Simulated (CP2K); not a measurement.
The N K edge of azetidine was computed by TDDFT (CP2K XAS_TDP, aug-cc-pVDZ, TDA) at these levels: BHandHLYP, PBEh(45%) and PBEh(45%) + GW2X. The first three lines of N3 (bonded to 2 C and H) with a strength over 0.0015, energy in eV and strength:

```
run           first          second           third
  1  402.79 (0.009)  403.78 (0.005)  403.80 (0.015)
  2  397.67 (0.009)  398.66 (0.005)  398.68 (0.016)
  3  399.82 (0.012)  400.94 (0.020)  400.99 (0.005)
```

Question: Which run is which?

Run 1: PBEh(45%) + GW2X (45 % exact exchange). Run 2: PBEh(45%) (45 % exact exchange). Run 3: BHandHLYP (50 % exact exchange). Self-interaction lifts the core level, so the uncorrected lines rise with the share of exact exchange. The GW2X run keeps the spacings of its parent: 0.99 eV between the first two lines in run 1, 0.99 eV in run 2. Its shift is +5.12 eV, since the Kohn–Sham level at this share of exchange lies that far above the quasiparticle level.

[Banner, clock and machine lines of the logs are left out without a mark of their own.]

[Logs are printed without paths, hosts, clocks, repeated set-up lines and the standing remarks that a program may print on its own settings, such as how far it seeks lower states.]

[Hosts, paths, dates, database ids (printed as entryN), source tags and the programs' standing remarks are cut or masked in the printed files.]
